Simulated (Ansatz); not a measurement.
Rows from a G0W0 calculation on BiOCl (P4/nmm) (Ansatz 0.2.0; G0W0 on r2SCAN, plane waves, PAW; 6×6×4 mesh, 1117 empty bands, screening to 270 eV, hard PAW files), in eV. Spin-orbit coupling is left out.

| row | Σx | Σc | Vxc | Z |
| --- | --- | --- | --- | --- |
| A | -23.78 | 3.08 | -20.13 | 0.76 |
| B | -9.73 | -3.63 | -13.51 | 0.83 |
| C | -11.68 | -3.97 | -15.96 | 0.80 |
| D | -22.45 | 2.25 | -19.52 | 0.77 |
| E | -10.61 | -3.87 | -14.70 | 0.81 |
| F | -9.39 | -3.90 | -13.40 | 0.83 |

Which rows are filled states and which are empty ones, and how can one tell?

Filled: A and D. Empty: B, C, E and F. The sign of Σc tells: for a filled state bare exchange, which holds its interaction with itself, lies below Vxc (Σx − Vxc is -2.9 eV or lower here) and screening gives part back as a positive Σc. For an empty state Σx lies above Vxc (+3.8 eV or more) and the Coulomb hole leaves Σc negative.

[Runs of the session that timed out or met a known fault of the program may be left out.]

[Cells called generated may have been cut or substituted from an entry of the Crystallography Open Database or the Materials Project.]

[Hosts, paths, dates, database ids (printed as entryN), source tags and the programs' standing remarks are cut or masked in the printed files.]
